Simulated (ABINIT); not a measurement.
# Calculated records

```xyz
2
Lattice="0.000 2.672 2.672 2.672 0.000 2.672 2.672 2.672 0.000" Properties=species:S:1:pos:R:3 pbc="T T T" subject="A GW chain in ABINIT: KF (Carobbiite)" method="RPA screening on LDA, plane waves, norm-conserving pseudopotentials (and 2 further levels or steps)" program="ABINIT 10.8.3" settings="cutoff 36 Ha, PseudoDojo scalar-relativistic 0.4.1 standard, norm-conserving, ngkpt (4, 4, 4), nband 43, ecuteps 3.9 Ha, inclvkb 2, shiftk (0, 0, 0), symchi 1, awtr 1, frequency ppm, 4×4×4 k-mesh" cost="5 runs, 51 s in all on 4 MPI ranks of Arm Neoverse N1, shared host" notes="The cell and positions come from the Crystallography Open Database and are kept as given unless a step says otherwise. The 4×4×4 mesh is coarse for this cell, which bears on the long-range parts of exchange and screening." lda_gap="5.82 eV, direct" g0w0_gap_on_the_mesh="9.83 eV" gw_settings="4×4×4 mesh, 43 bands, screening to 106.1 eV, Godby-Needs plasmon pole" known_limits="short of the basis limit; coarse k mesh"
K     0.000    0.000    0.000
F     2.672    2.672    2.672
```

[Long decimals in the printed logs are rounded to 6 places.]

[Logs are printed without paths, hosts, clocks, repeated set-up lines and the standing remarks that a program may print on its own settings, such as how far it seeks lower states.]

[Paths, hosts, dates, memory and timing lines, banners, echoed tables and standing remarks are left out of the program output; an Ansatz launch command may be rebuilt from the run's recorded settings. Measured values are a selection of at most five: reports struck by readers or far from the other reports are left out. None is set beside runs whose start may be inverted or whose files or cutoffs have a known fault.]

[Runs of the session that timed out or met a known fault of the program may be left out.]

[Hosts, paths, dates, database ids (printed as entryN), source tags and the programs' standing remarks are cut or masked in the printed files.]

[G0W0 gaps are taken among the corrected bands and points alone; a level outside them can change the order at an edge.]

[Where Ansatz stands beside ABINIT at settings called matched, ABINIT's density can come from a denser mesh and the files from another edition; pairs whose starting gaps differed by over 0.03 eV were left out, so agreement reads better than it is.]
